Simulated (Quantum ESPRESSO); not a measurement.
# BP (F-43m): the optical phonon under strain

Aim: the phonon deformation potentials p and q of BP (F-43m), tested on a biaxially strained cell.

Program: Quantum ESPRESSO 7.5. Level of theory: DFT LDA, scalar-relativistic, plane waves, PseudoDojo norm-conserving pseudopotentials. Results are calculated unless marked as measured.

### Step 1. The relaxed structure

The structure is cubic, space group F-43m (No. 216). The conventional cell has a = 4.487 Å, b = 4.487 Å, c = 4.487 Å, α = 90.00°, β = 90.00°, γ = 90.00°. Nearest to B lie 4 P at 1.94 Å. P has 4 B at 1.94 Å nearest. Farther neighbours are not listed.

This is the cell after its relaxation at this level of theory, not the database cell from which that began.

### Step 2. Uniaxial strain

The relaxed cell is stretched along z alone. This keeps all atoms on sites fixed by symmetry and splits the threefold mode into a singlet, polarised along z, and a doublet. The macroscopic field is left out, so these are transverse modes. Cutoff 84 Ry, k mesh 12×12×12.

From the response at ε_zz = 0.01:

Output:

```text
[banners, grids, parts of the stress and lines that vanish by symmetry left out]
Program PHONON v.7.5
     Reading xml data from directory:

[...]
Exchange-correlation= PW
                           (   1   4   0   0   0   0   0)
[...]
kinetic-energy cut-off    =      84.0000  Ry
     charge density cut-off    =     336.0000  Ry
     convergence threshold     =      1.0E-18
[...]
Exchange-correlation= PW
                           (   1   4   0   0   0   0   0)
[...]
q = (   0.0000000   0.0000000   0.0000000 )
      9 Sym.Ops. (with q -> -q+G )
     G cutoff =  309.0460  (  16137 G-vectors)     FFT grid: ( 36, 36, 36)
     number of k points=   163
[...]
Mode symmetry, D_2d (-42m) point group:
[...]
Representation #   1 mode #   1
[...]
End of self-consistent calculation
     Convergence has been achieved
     Representation #   2 mode #   2
[...]
End of self-consistent calculation
     Convergence has been achieved
     Representation #   3 modes #   3   4
[...]
End of self-consistent calculation
     Convergence has been achieved
     Representation #   4 modes #   5   6
[...]
End of self-consistent calculation
     Convergence has been achieved
[...]
q = (    0.000000000   0.000000000   0.000000000 )
[...]
freq (    1) =      -0.010958 [THz] =      -0.365505 [cm-1]
     freq (    2) =      -0.005139 [THz] =      -0.171417 [cm-1]
     freq (    3) =      -0.005139 [THz] =      -0.171417 [cm-1]
     freq (    4) =      24.357028 [THz] =     812.463003 [cm-1]
     freq (    5) =      24.377051 [THz] =     813.130889 [cm-1]
     freq (    6) =      24.377051 [THz] =     813.130889 [cm-1]
[...]
Mode symmetry, D_2d (-42m) point group:
     freq (   1-   1) =         -0.4  [cm-1]   --> B_2  X_3  W_2   I+R
     freq (   2-   3) =         -0.2  [cm-1]   --> E    X_5  W_3   I+R
     freq (   4-   4) =        812.5  [cm-1]   --> B_2  X_3  W_2   I+R
     freq (   5-   6) =        813.1  [cm-1]   --> E    X_5  W_3   I+R

   JOB DONE.
```

```tsv
ε_zz	singlet (cm⁻¹)	doublet (cm⁻¹)	σ_zz (GPa)	σ_xx (GPa)
-0.01	829.56	829.23	-3.613	-0.860
-0.005	825.40	825.19	-1.792	-0.414
0	821.16	821.16	0.010	0.010
0.005	816.85	817.14	1.793	0.414
0.01	812.46	813.13	3.557	0.799
```

Stress is counted positive in tension.

### Step 3. The fit

To first order ω² − ω₀² = p ε_zz + q (ε_xx + ε_yy) for the mode along z, and likewise for x and y. With ε_zz alone the singlet gives p and the doublet q.

The linear terms of parabolas through ω² are p = -2.08 ω₀² and q = -1.96 ω₀², with ω₀ = 821.2 cm⁻¹. Those of the stresses are C11 = 359 GPa and C12 = 83 GPa. Under hydrostatic strain p and q imply γ = −(p + 2q)/(6 ω₀²) = 1.00.

A layer held to an in-plane strain ε and free along z takes ε_zz = −2 (C12/C11) ε = -0.463 ε. To first order the singlet then shifts by (q − p C12/C11) ε / ω₀ = -1215 ε cm⁻¹. For ε = -0.006, ε_zz = 0.00278, the formulas for ω² predict 828.41 cm⁻¹ for the singlet and 828.85 cm⁻¹ for the doublet.

### Step 4. A biaxially strained cell

This run was no part of the fit.

Output:

```text
[banners, grids, parts of the stress and lines that vanish by symmetry left out]
[banner, memory and clock lines left out]
Program PHONON v.7.5

[...]
Exchange-correlation= PW
                           (   1   4   0   0   0   0   0)
[...]
kinetic-energy cut-off    =      84.0000  Ry
     charge density cut-off    =     336.0000  Ry
     convergence threshold     =      1.0E-18
[...]
Exchange-correlation= PW
                           (   1   4   0   0   0   0   0)
[...]
q = (   0.0000000   0.0000000   0.0000000 )
      9 Sym.Ops. (with q -> -q+G )
     G cutoff =  304.9924  (  15681 G-vectors)     FFT grid: ( 36, 36, 36)
     number of k points=   163
[...]
Mode symmetry, D_2d (-42m) point group:
[...]
Representation #   1 mode #   1
[...]
End of self-consistent calculation
     Convergence has been achieved
     Representation #   2 mode #   2
[...]
End of self-consistent calculation
     Convergence has been achieved
     Representation #   3 modes #   3   4
[...]
End of self-consistent calculation
     Convergence has been achieved
     Representation #   4 modes #   5   6
[...]
End of self-consistent calculation
     Convergence has been achieved
[...]
q = (    0.000000000   0.000000000   0.000000000 )
[...]
freq (    1) =      -0.012947 [THz] =      -0.431866 [cm-1]
     freq (    2) =      -0.009620 [THz] =      -0.320876 [cm-1]
     freq (    3) =      -0.009620 [THz] =      -0.320876 [cm-1]
     freq (    4) =      24.838304 [THz] =     828.516641 [cm-1]
     freq (    5) =      24.847112 [THz] =     828.810455 [cm-1]
     freq (    6) =      24.847112 [THz] =     828.810455 [cm-1]
[...]
Mode symmetry, D_2d (-42m) point group:
     freq (   1-   1) =         -0.4  [cm-1]   --> B_2  X_3  W_2   I+R
     freq (   2-   3) =         -0.3  [cm-1]   --> E    X_5  W_3   I+R
     freq (   4-   4) =        828.5  [cm-1]   --> B_2  X_3  W_2   I+R
     freq (   5-   6) =        828.8  [cm-1]   --> E    X_5  W_3   I+R
```

```tsv
mode	predicted (cm⁻¹)	run (cm⁻¹)
singlet	828.41	828.52
doublet	828.85	828.81
```

The stress along z is 0.013 GPa and that in the plane -2.459 GPa; the unstrained cell carries 0.010 GPa.

### Step 5. Outcome

| Quantity | Value |
| --- | --- |
| p (in units of the squared frequency) | -2.082 |
| q (same units) | -1.961 |
| shift of the singlet per unit of biaxial strain | -1215 cm⁻¹ |
| C11 and C12 | 359 and 83 GPa |

To first order, one per cent of tensile biaxial strain moves the singlet of BP (F-43m) by -12.1 cm⁻¹ and the doublet by -12.9 cm⁻¹; the formulas miss the test run by up to 0.11 cm⁻¹. In backscattering from (001) the mode polarised along z is the one seen in diamond and zinc-blende crystals; in a polar crystal it is the LO mode, whose potentials differ somewhat from these. The third potential, r, needs shear strain and a relaxation of the atoms, which was not run. These are harmonic values at zero temperature.

[Host names and launcher messages were left out of these logs when they were recorded.]

[Logs are printed without paths, hosts, clocks, repeated set-up lines and the standing remarks that a program may print on its own settings, such as how far it seeks lower states.]

[Hosts, paths, dates, database ids (printed as entryN), source tags and the programs' standing remarks are cut or masked in the printed files.]
